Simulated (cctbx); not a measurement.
# Interatomic vectors of EuNiCl3F

Space group Cmcm (no. 63), a = 4.7500 Å, b = 17.3460 Å, c = 6.6420 Å, α = 90.00°, β = 90.00°, γ = 90.00°, content Eu4 Ni4 Cl12 F4.

Simulated single-crystal data (cctbx): Mo Kα, λ = 0.71073 Å, to d = 0.77 Å, 95 % of the full sphere, strongest reflection 20000 counts, noise from counting, a 6 % proportional error and a noise floor of 8 counts (s.d.); no absorption.

Patterson synthesis from sharpened amplitudes, origin scaled to 1000:

```text
Patterson group C m m m
      u       v       w   height  length (A)
  0.000   0.000   0.000   1000.0     0.00
  0.000   0.331   0.500    406.3     6.63
  0.000   0.253   0.000    373.3     4.39
  0.000   0.422   0.500    277.2     8.04
  0.000   0.065   0.500    152.0     3.51
  0.000   0.148   0.252    140.9     3.07
  0.000   0.479   0.248    139.3     8.48
  0.000   0.000   0.500     81.9     3.32
  0.000   0.180   0.500     69.3     4.56
  0.000   0.500   0.000     68.2     8.67
  0.000   0.273   0.254     62.2     5.03
  0.000   0.096   0.251     55.0     2.35
  0.000   0.049   0.110     54.7     1.11
  0.000   0.000   0.165     47.5     1.10
```

Q: Assign the vectors.

A peak at u stands for all pairs with xi − xj = u, with weight Σ ZiZj against Σ Z² = 22804 at the origin. Peak heights follow these weights only roughly, since form factors, motion and series ripples differ, all vectors within 0.55 Å of a peak are counted as merged into it though the farther ones add only part of their weight, and F(000) is left out, which lowers the whole map:

| u | v | w | shortest length (Å) | height | 1000 ΣZiZj/ΣZ² | pairs in the cell |
| --- | --- | --- | --- | --- | --- | --- |
| 0.000 | 0.331 | 0.500 | 5.03 | 406 | 432 | 2 × Eu–Eu, 4 × Ni–Cl |
| 0.000 | 0.253 | 0.000 | 4.39 | 373 | 497 | 4 × Eu–Ni, 4 × Eu–Cl |
| 0.000 | 0.422 | 0.500 | 4.30 | 277 | 309 | 4 × Eu–Ni |
| 0.000 | 0.065 | 0.500 | 3.51 | 152 | 188 | 4 × Eu–Cl |
| 0.000 | 0.148 | 0.252 | 3.06 | 141 | 188 | 4 × Eu–Cl |
| 0.000 | 0.479 | 0.248 | 2.91 | 139 | 188 | 4 × Eu–Cl |
| 0.000 | 0.000 | 0.500 | 3.32 | 82 | 116 | 8 × Cl–Cl, 4 × F–F |
| 0.000 | 0.180 | 0.500 | 4.56 | 69 | 148 | 2 × Ni–Ni, 8 × Cl–F, 2 × Cl–Cl |
| 0.000 | 0.500 | 0.000 | 2.38 | 68 | 167 | 8 × Ni–Cl |
| 0.000 | 0.273 | 0.254 | 4.90 | 62 | 83 | 4 × Ni–Cl |

The table stops at ten peaks or at a height of 45, below which ripples compete. In the model behind the data Eu, the heaviest element, has 1 independent site: (0, 0.6662, 1/4), up to an allowed shift of origin; the Eu–Eu vectors are differences of these positions and their symmetry mates. The whole model:

| atom | mult. | x | y | z | Ueq (Å²) |
| --- | --- | --- | --- | --- | --- |
| Eu1 | 4 | 0 | 0.6662 | 1/4 | 0.0090 |
| Ni1 | 4 | 1/2 | 0.5876 | 3/4 | 0.0120 |
| Cl1 | 8 | 1/2 | 0.6870 | 0.9996 | 0.0134 |
| Cl2 | 4 | 1/2 | 0.8982 | 1/4 | 0.0148 |
| F1 | 4 | 0 | 0 | 1/2 | 0.0180 |

The model was made for the exercise: a known structure type with other elements put in, its volume estimated, not relaxed; displacement parameters are assumed.

[Logs are printed without paths, hosts, clocks, repeated set-up lines and the standing remarks that a program may print on its own settings, such as how far it seeks lower states.]
